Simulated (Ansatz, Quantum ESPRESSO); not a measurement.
# ZrPbO3 (Pm-3m): zone-centre phonons, part 3 of 3

Which modes does ZrPbO3 (Pm-3m) have at the zone centre?

Quantum ESPRESSO 7.5; DFT LDA, scalar-relativistic, plane waves, JTH PAW pseudopotentials.

So far. Step 6 (Linear response at Γ): The acoustic modes at Γ come out as far as 0.8 cm⁻¹ from zero, where they should vanish, a small numerical error; the Born charges miss their sum rule by 0.049 e, which is fair. The lowest optical mode is imaginary, 144i cm⁻¹, an instability at this level and on this k mesh. Step 7 (Modes with the sum rule): The rule moves no optical mode by more than 0.3 cm⁻¹. The relaxed cell has a = 4.103 Å (conventional setting).

## (9) The LO-TO splitting (1 0 0)

A longitudinal polar mode sets up a macroscopic field that stiffens it; the term hangs on the direction from which q goes to zero.

dynmat.in

```
&input
   fildyn = 'g.dyn'
   asr = 'simple'
   fileig = 'dynmat.eig'
   q(1) = 1.0
   q(2) = 0.0
   q(3) = 0.0
/
```

Started as:

```sh
$ dynmat.x -in dynmat.in > dynmat.out
```

Numbers of over 12 decimals in the logs are rounded to 6 here.

Output:

```text
[banner, memory and clock lines left out]
Program DYNMAT v.7.5

     Reading Dynamical Matrix from file g.dyn
     ...Force constants read
     ...epsilon and Z* read

     Polarizability (A^3 units)
     multiply by 0.333817 for Clausius-Mossotti correction
        32.911220    0.000000    0.000000
         0.000000   32.911220    0.000000
         0.000000    0.000000   32.911220

     IR activities are in (D/A)^2/amu units

# mode   [cm-1]    [THz]      IR
    1   -143.66   -4.3068   26.0080
    2   -143.66   -4.3068   26.0080
    3     -0.00   -0.0000    0.0000
    4      0.00    0.0000    0.0000
    5      0.00    0.0000    0.0000
    6     18.51    0.5549    0.0000
    7     18.51    0.5549    0.0000
    8     18.51    0.5549    0.0000
    9     86.43    2.5913    0.7082
   10    152.54    4.5731    9.7703
   11    152.54    4.5731    9.7703
   12    318.16    9.5383   13.3543
   13    580.86   17.4137   26.5544
   14    580.86   17.4137   26.5544
   15    711.88   21.3416   48.2702

[end of the log left out, with the tail of the file of modes that dynmat.x writes under the same name]
```

Run time: 0.46 s. Hardware: 1 thread of Arm Neoverse V2, shared host.

Numbers from this step:

- highest mode moved by the LO-TO term: 711.9 cm⁻¹

Zone-centre frequencies as printed; negative means imaginary. Modes:

```csv
mode,frequency (cm⁻¹)
1,-143.7
2,-143.7
3,0
4,0
5,0
6,18.51
7,18.51
8,18.51
9,86.43
10,152.5
11,152.5
12,318.2
13,580.9
14,580.9
15,711.9
```

The field moves 3 modes; the highest of them now lies at 712 cm⁻¹, where the highest that moved away lay at 581.

## (10) Cross-check with Ansatz

The same cell goes through another code, with its own cutoff. The potentials differ. Its k mesh is centred on Γ.

This step: DFT LDA, scalar-relativistic, plane waves, PAW (Ansatz 0.2.0).

input.yaml

```yaml
crystal:
  lattice:
    - [4.103133728, 0.0, 0.0]
    - [0.0, 4.103133728, 0.0]
    - [0.0, 0.0, 4.103133728]
  atoms:
    - { symbol: Zr, position: [0.0, 0.0, 0.0] }
    - { symbol: Pb, position: [0.5, 0.5, 0.5] }
    - { symbol: O, position: [0.5, 0.0, 0.0] }
    - { symbol: O, position: [0.0, 0.0, 0.5] }
    - { symbol: O, position: [0.0, 0.5, 0.0] }
kpoints:
  mp_grid: { grid: [6, 6, 6] }
hamiltonian:
  xc: lda
scf:
  occupations: { method: fixed }
output:
  eigenvalues: true
phonons:
  method: dfpt
  dielectric: true
  rigid_motions: translations
```

Started as:

```sh
$ ansatz run input.yaml --threads 4 --pin off --max-ram 8192MiB --backend cpu --events-out ev --progress --plain --runs-dir out
```

Output:

```text
Engine: ansatz 0.2.0, aarch64-unknown-linux-gnu
Pseudopotentials: kind: paw
Pseudopotential: Zr, paw, valence charge 12, recommended cutoff 420 eV (normal), Zr.paw.azcp
Pseudopotential: Pb, paw, valence charge 14, recommended cutoff 420 eV (normal), Pb.paw.azcp
Pseudopotential: O, paw, valence charge 6, recommended cutoff 420 eV (normal), O.paw.azcp
Functional definition: SPW92
  exchange = slater_x
  correlation = pw_c
Crystal: 5 atoms, lattice volume = 69.079 Å³
Basis set: ecut = 420 eV, 1357 PW (Γ), exchange–correlation on 60×60×60 points (8 copies of the dense FFT grid, shifted against one another)
Bands: 27, of which v1, the nominal top of the filled ones, is band 22 counted from 1 (21 counted from 0)
Symmetry: 48 space group operations
k-points: 80 of 216 (irreducible under 2 space group operations, time reversal used)
Non-local potential: Zr, projectors of the file, l = 0: 3, l = 1: 2, l = 2: 2, l = 3: 2
Non-local potential: Pb, projectors of the file, l = 0: 2, l = 1: 2, l = 2: 2, l = 3: 2
Non-local potential: O, projectors of the file, l = 0: 2, l = 1: 2, l = 2: 1
PAW form: soft (Blöchl's): semilocal exchange-correlation on the pseudo side does not see the compensation charge
PAW frozen core: Zr, regenerated for the run's functional, and the local potential with it (the file was generated under x = pbe(κ = 0.804, μ = 0.219515), c = pbe(β = 0.066725))
PAW frozen core: Pb, regenerated for the run's functional, and the local potential with it (the file was generated under x = pbe(κ = 0.804, μ = 0.219515), c = pbe(β = 0.066725))
PAW frozen core: O, regenerated for the run's functional, and the local potential with it (the file was generated under x = pbe(κ = 0.804, μ = 0.219515), c = pbe(β = 0.066725))
PAW one-centre angular grid: Zr, 590 points (default); XC on 64 Gauss nodes
PAW one-centre angular grid: Pb, 590 points (default); XC on 64 Gauss nodes
PAW one-centre angular grid: O, 110 points (default); XC on 64 Gauss nodes
Initial density: superposition of atomic densities (neutral atoms: chi_scale 0, normalization atom), corrected by the library's trained network
Initial wavefunctions: pseudopotential atomic-orbital guess
Functional: x = slater, c = lda
SCF iter   1: F=—  HF=-17350.485205 eV  |F-HF|=—  |Δ(HF+E_count)|=         —  Δρ=1.84e-2  dr2=2.25e-1  ethr=1.77e-3  ⟨swp⟩=4.9  Hψ=8722  notcnv=0  defer=209
preconditioner: auto → Resta (q_TF=auto, 2.531 Å⁻¹)  ε∞=4.4  [insulator: Δε(μ)=2.142 eV  Ē_g=15.657 eV  n_scr=18 (ndim 8)  ℏωp=29.0 eV  f_vac=0.000  ε∞_Penn≈4.4]
SCF iter   2: F=—  HF=-17350.436418 eV  |F-HF|=—  |Δ(HF+E_count)|=   4.88e-2  Δρ=6.52e-3  dr2=1.35e-2  ethr=5.11e-4  ⟨swp⟩=2.1  Hψ=3680  notcnv=0  defer=211
SCF iter   3: F=—  HF=-17350.432732 eV  |F-HF|=—  |Δ(HF+E_count)|=   3.69e-3  Δρ=2.13e-3  dr2=1.58e-3  ethr=3.06e-5  ⟨swp⟩=2.0  Hψ=3468  notcnv=0  defer=229
SCF iter   4: F=—  HF=-17350.432219 eV  |F-HF|=—  |Δ(HF+E_count)|=   5.13e-4  Δρ=3.05e-4  dr2=4.41e-5  ethr=3.59e-6  ⟨swp⟩=2.4  Hψ=3661  notcnv=0  defer=223
SCF iter   5: F=—  HF=-17350.432214 eV  |F-HF|=—  |Δ(HF+E_count)|=   4.82e-6  Δρ=3.21e-5  dr2=3.28e-7  ethr=1.00e-7  ⟨swp⟩=2.5  Hψ=3437  notcnv=0  defer=105
SCF iter   6: F=—  HF=-17350.432212 eV  |F-HF|=—  |Δ(HF+E_count)|=   2.37e-6  Δρ=5.14e-6  dr2=1.27e-8  ethr=7.46e-10  ⟨swp⟩=2.1  Hψ=2973  notcnv=0  defer=90
SCF iter   7: F=—  HF=-17350.432212 eV  |F-HF|=—  |Δ(HF+E_count)|=   6.64e-9  Δρ=6.70e-7  dr2=2.46e-10  ethr=2.89e-11  ⟨swp⟩=2.4  Hψ=3403  notcnv=0  defer=90
SCF iter   8: F=-17350.432212 eV  HF=-17350.432212 eV  |F-HF|=0.00e0  |Δ(HF+E_count)|=  8.73e-11  Δρ=1.57e-7  dr2=1.12e-11  ethr=1.00e-12  ⟨swp⟩=11.7  Hψ=12491  notcnv=0
SCF 1 converged in 8 iterations: F = -17350.432212 eV  dr2 = 1.12e-11
  greatest PAW one-centre occupation: 0.997 electrons in one spin orbital (limit 2), on the Zr atom at site 0 (counted from 0), in its partial waves of l = 0
DFPT response loops at Γ: preconditioner auto → none (the input reference at scf.mixing.eps_inf says where Resta's filter doesn't serve); β = 0.50; Broyden in place of MSR1
── the response to a field inside a basis, on 6×6×6 k-points: an SCF that follows is theirs, and a resumed run solves both again ──
Bands: 23, of which v1, the nominal top of the filled ones, is band 22 counted from 1 (21 counted from 0)
k-points: 10 of 216
Initial density: handed on by an earlier stage of this run
Initial wavefunctions: pseudopotential atomic-orbital guess (no wavefunctions were taken with the density)
Eigensolver: Dense (10 Hₖ)
SCF iter   1: F=—  HF=-17350.435747 eV  |F-HF|=—  |Δ(HF+E_count)|=         —  Δρ=6.77e-4  dr2=5.15e-5  ethr=1.00e-1
preconditioner: auto → Resta (q_TF=auto, 2.531 Å⁻¹)  ε∞=5.0  [insulator: Δε(μ)=3.023 eV  Ē_g=14.393 eV  n_scr=18 (ndim 8)  ℏωp=29.0 eV  f_vac=0.000  ε∞_Penn≈5.0]
SCF iter   2: F=—  HF=-17350.435730 eV  |F-HF|=—  |Δ(HF+E_count)|=   1.69e-5  Δρ=3.12e-4  dr2=1.90e-5  ethr=1.17e-7
SCF iter   3: F=—  HF=-17350.435726 eV  |F-HF|=—  |Δ(HF+E_count)|=   3.93e-6  Δρ=1.35e-4  dr2=1.93e-6  ethr=4.31e-8
SCF iter   4: F=-17350.435726 eV  HF=-17350.435726 eV  |F-HF|=4.83e-9  |Δ(HF+E_count)|=   6.03e-7  Δρ=4.33e-6  dr2=7.88e-9  ethr=4.38e-9
SCF 1 converged in 4 iterations: F = -17350.435726 eV  dr2 = 7.88e-9
DFPT response loops at Γ: mixed as the last ones told, above
WARN: field response: ε∞ stands inside a basis, on 6×6×6 points; the force constants stand on the 6×6×6 k-mesh, whose period is 11.34 times the interband length at k = (0.0000, 0.0000, -0.5000), direct gap 2.363 eV, under 14: take them and everything formed from them as unconverged, and compare with a denser kpoints.mp_grid
SCF converged after 8 iterations
Free energy (F): -17350.432212 eV
Harris-Foulkes:  -17350.432212 eV  (|F-HF|=0.00e0)
Internal energy: -17350.432212 eV  (E = F + TS)
E sigma→0 (E₀):  -17350.432212 eV
Fermi energy:    9.798492 eV
--- Per-component energies (eV) ---
  E_band       = -110.642093
  E_kinetic    = 1148.144526
  E_local      = -2452.190272  (includes V_loc(G=0)·N_el)
  E_nonlocal   = 583.424386
  E_hartree    = 870.099453
  E_xc         = -600.640848
  E_vxc        = -608.165772  (∫ρ·V_xc dr)
  E_paw        = -13387.945940  (= ΣΔE_a)
  E_vpaw       = -522.061378  (= ΣTr[D̂ρ^β])
  E_aug_tail   = 0.007557  (compensation charges beyond the density's cutoff)
  E_ewald      = -3511.914525
  E_core_change = 0.583452  (= ΣΔE_core)
  E_smearing   = -0.000000  (= −TS)
  E_closure    = -0.000000  (closes the sum)
  Σ components = -17350.432212   (vs F -17350.432212, Δ=0.00e0)
--- Band table (eV; the first three rows and the last of 80) ---
  k-point 0: bands = [... 18 lower, 8.6825, 9.4293, 9.4293, 9.4293, 13.5121, 13.5121, 13.5121, 16.3823, ... 1 higher]
  k-point 1: bands = [... 18 lower, 8.6183, 8.7774, 9.3884, 9.3884, 13.5227, 14.0574, 14.0574, 15.0541, ... 1 higher]
  k-point 2: bands = [... 18 lower, 8.4933, 9.1118, 9.3729, 9.3729, 13.1886, 13.5441, 14.8547, 14.8547, ... 1 higher]
  k-point 79: bands = [... 18 lower, 6.2057, 9.7358, 9.7358, 9.7358, 15.5626, 15.5626, 15.5626, 17.2727, ... 1 higher]
--- Phonons (Γ-DFPT): 4 representative perturbations + reference, on 80 of 216 k-points (Σ response iterations 13) ---
  k mesh reduced under 2 symmetry operations, with k and −k counted as one. Each operation leaves every solved perturbation unchanged. A smaller set is not considered because the run solves the response to a homogeneous field
  ASR residual: 7.978e-5 → 0.000e0 eV/Å²; symmetrization residual: 2.243e-5 eV/Å²
  ASR residual per site (eV/Å²): 2.21e-5 7.98e-5 7.10e-5 7.10e-5 7.10e-5
  Γ frequencies (cm⁻¹): -144.54 -144.54 -144.54 -8.55 -8.55 -8.55 0.00 0.00 0.00 151.33 151.33 151.33 583.12 583.12 583.12
  ε∞ (high-frequency dielectric tensor):
        6.930106     0.000000     0.000000
        0.000000     6.930106     0.000000
        0.000000     0.000000     6.930106
  softest optical mode at Γ: -144.54 cm⁻¹; the repairs (sum rule, projections) moved no ω² at Γ by more than (2.63 cm⁻¹)²
  Born effective charges Z* (e; rows j = field, columns β = displacement):
    site 0:
         5.90999   -0.00000   -0.00000
         0.00000    5.90999    0.00000
        -0.00000    0.00000    5.90999
    site 1:
         3.92716    0.00000   -0.00000
         0.00000    3.92716    0.00000
         0.00000    0.00000    3.92716
    site 2:
        -4.85654   -0.00000   -0.00000
        -0.00000   -2.49031    0.00000
        -0.00000    0.00000   -2.49031
    site 3:
        -2.49031    0.00000   -0.00000
        -0.00000   -2.49031    0.00000
        -0.00000   -0.00000   -4.85654
    site 4:
        -2.49031    0.00000    0.00000
         0.00000   -4.85654    0.00000
        -0.00000    0.00000   -2.49031
  Z* charge neutrality: 1.179e-2 e pre-enforcement
  solved inside a basis spanned on kpoints, on 6×6×6 k-points, its susceptibility summed on 10×10×10: ε∞ is read to err by 2.8e-2, Z* by 4.5e-2 e (field_mesh: kpoints solves on kpoints); Z* is corrected for what the basis lacks
  optical modes at Γ without the LO–TO term, one row a degenerate level:
      ω (cm⁻¹)  modes    IR ((D/Å)²/amu)
       -144.54      3            78.9801
         -8.55      3             0.0000
        151.33      3            28.5833
        583.12      3            79.7796
  optical modes at Γ + LO–TO along q̂ = [1.0000, 0.0000, 0.0000]:
      ω (cm⁻¹)  modes    IR ((D/Å)²/amu)
       -144.54      2            52.6534
         -8.55      3             0.0000
         86.94      1             0.6879
        151.33      2            19.0556
        318.75      1            13.3961
        583.12      2            53.1864
        714.91      1            48.3637
  optical modes at Γ + LO–TO along q̂ = [0.0000, 1.0000, 0.0000]:
      ω (cm⁻¹)  modes    IR ((D/Å)²/amu)
       -144.54      2            52.6534
         -8.55      3             0.0000
         86.94      1             0.6879
        151.33      2            19.0556
        318.75      1            13.3961
        583.12      2            53.1864
        714.91      1            48.3637
  optical modes at Γ + LO–TO along q̂ = [0.0000, 0.0000, 1.0000]:
      ω (cm⁻¹)  modes    IR ((D/Å)²/amu)
       -144.54      2            52.6534
         -8.55      3             0.0000
         86.94      1             0.6879
        151.33      2            19.0556
        318.75      1            13.3961
        583.12      2            53.1864
        714.91      1            48.3637
```

Elapsed: 29 s, on 4 threads; peak memory 0.94 GiB; 1.7 min of CPU time.

This step gave:

```
gap on the k-mesh                                : 2.363 eV
sum-rule residual before enforcement             : 7.98e-5 eV/Å²
miss of the charge sum rule                      : 0.01179 e
estimated error of the dielectric tensor         : 0.02823
estimated error of the Born charges              : 0.04545 e
highest optical zone-centre mode (no LO-TO term) : 583.1 cm⁻¹
lowest optical zone-centre mode                  : -144.5 cm⁻¹
mean high-frequency dielectric constant          : 6.930
largest Born charge in size (third of the trace) : 5.91 e
highest mode moved by the LO-TO term             : 714.9 cm⁻¹
```

Transverse modes; imaginary modes left out. Lines of the infrared spectrum (strongest = 100):

```csv
position (cm⁻¹),label,"IR intensity ((D/Å)²/amu), degenerate modes summed, relative"
151,T1u,36
583,T1u,100
```

The log warns that the force constants on this k mesh are to be taken as unconverged.

## (11) The two compared: QE JTH and Ansatz, PAW

Worked out from the results:

| Item | Value |
| --- | --- |
| root-mean-square difference | 13.6 cm⁻¹ |
| largest difference | 27.06 cm⁻¹ |

The 12 of 12 modes that differ most. Frequencies side by side:

```csv
q (reciprocal lattice),mode,QE JTH (cm⁻¹),"Ansatz, PAW (cm⁻¹)"
0 0 0,1,-143.7,-144.5
0 0 0,2,-143.7,-144.5
0 0 0,3,-143.7,-144.5
0 0 0,7,18.51,-8.55
0 0 0,8,18.51,-8.55
0 0 0,9,18.51,-8.55
0 0 0,10,152.5,151.3
0 0 0,11,152.5,151.3
0 0 0,12,152.5,151.3
0 0 0,13,580.9,583.1
0 0 0,14,580.9,583.1
0 0 0,15,580.9,583.1
```

The two runs side by side. Further quantities:

```csv
quantity,QE JTH,"Ansatz, PAW"
mean ε∞,6.987,6.93
"largest Born charge in size (e; the first before, the second after the charge sum rule)",5.911,5.91
summed IR intensity ((D/Å)²/amu),187,187.3
```

At the zone centre the largest difference (acoustic modes at Γ apart) is 5 % of the highest mode, but 146 % of the mode at 19 cm⁻¹ on which it sits.

## (12) Outcome

```yaml
space_group_after_relaxation: Pm-3m
volume_per_atom: 13.8 Å³
gap_on_the_k_mesh: 2.36 eV
highest_optical_zone_centre_mode_no_lo_to_term: 580.9 cm⁻¹
lowest_optical_zone_centre_mode: -143.7 cm⁻¹
highest_mode_moved_by_the_lo_to_term: 711.9 cm⁻¹
mean_high_frequency_dielectric_constant: 6.99
largest_born_charge_in_size_third_of_the_trace: 5.91 e
imaginary_optical_modes_at_the_zone_centre_no_q_mesh_in_this_session: yes
largest_difference_from_ansatz_paw: 27.1 cm⁻¹
```

What this shows: At the LDA level the optical modes of ZrPbO3 (Pm-3m) at the zone centre (no LO-TO term) run from 144i to 581 cm⁻¹, so the structure is a saddle point, with 3 modes beyond 10i cm⁻¹ there. Along the directions run, the highest mode that the macroscopic field moves lies at 712 cm⁻¹. Of the 12 optical modes, 9 are infrared active alone and 3 are silent. QE JTH and Ansatz, PAW differ by 13.6 cm⁻¹ in the root mean square and by 27.1 cm⁻¹ at most, 4.7 % of the highest mode compared (acoustic modes at Γ left out); the two use different potentials, and the cell was not relaxed for the second set. These are harmonic frequencies at zero temperature: anharmonic shifts and linewidths and thermal expansion are left out. Spin-orbit coupling is left out, which can matter for the heavy elements here. Ansatz's log warns that force constants on this k mesh are to be taken as unconverged, an error that the frequencies of both programs share. The structure comes from a database and need not be the phase that is stable at ambient conditions.

[Host names and launcher messages were left out of these logs when they were recorded.]

[Logs are printed without paths, hosts, clocks, repeated set-up lines and the standing remarks that a program may print on its own settings, such as how far it seeks lower states.]

[Hosts, paths, dates, database ids (printed as entryN), source tags and the programs' standing remarks are cut or masked in the printed files.]
